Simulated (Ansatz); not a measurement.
Rows from a G0W0 calculation on WS2 (Tungstenite) (Ansatz 0.2.0; G0W0 on PBE, plane waves, norm-conserving pseudopotentials; 6×6×2 mesh, 240 empty bands, screening to 100 eV, norm-conserving files), in eV. Spin-orbit coupling is left out.

| row | k | band | start | Σx | Σc at the solution | Vxc |
| --- | --- | --- | --- | --- | --- | --- |
| A | Γ | v2 | 10.549 | -18.222 | 1.109 | -16.971 |
| B | Γ | v1 | 11.770 | -19.447 | 0.611 | -18.798 |
| C | (0.167, 0.167, 0.000) | v1 | 10.264 | -19.522 | 1.365 | -18.055 |
| D | (0.167, 0.167, 0.000) | c1 | 12.750 | -12.941 | -3.653 | -16.907 |
| E | Γ | c1 | 14.080 | -13.721 | -4.190 | -18.401 |
| F | (0.167, 0.167, 0.000) | c2 | 13.603 | -14.132 | -4.090 | -18.645 |

**Question.** Work out each quasiparticle level and how far it moved.

The quasiparticle equation reads E = start + Σx + Σc(E) − Vxc.

| row | E (eV) | shift (eV) |
| --- | --- | --- |
| A | 10.407 | −0.142 |
| B | 11.732 | −0.038 |
| C | 10.163 | −0.101 |
| D | 13.064 | +0.314 |
| E | 14.571 | +0.491 |
| F | 14.026 | +0.423 |

The gap over the computed points goes from 0.98 eV to 1.33 eV.

Limits: not at the basis limit; no spin-orbit coupling; coarse k mesh.

[Runs of the session that timed out or met a known fault of the program may be left out.]

[Cells called generated may have been cut or substituted from an entry of the Crystallography Open Database or the Materials Project.]

[Hosts, paths, dates, database ids (printed as entryN), source tags and the programs' standing remarks are cut or masked in the printed files.]
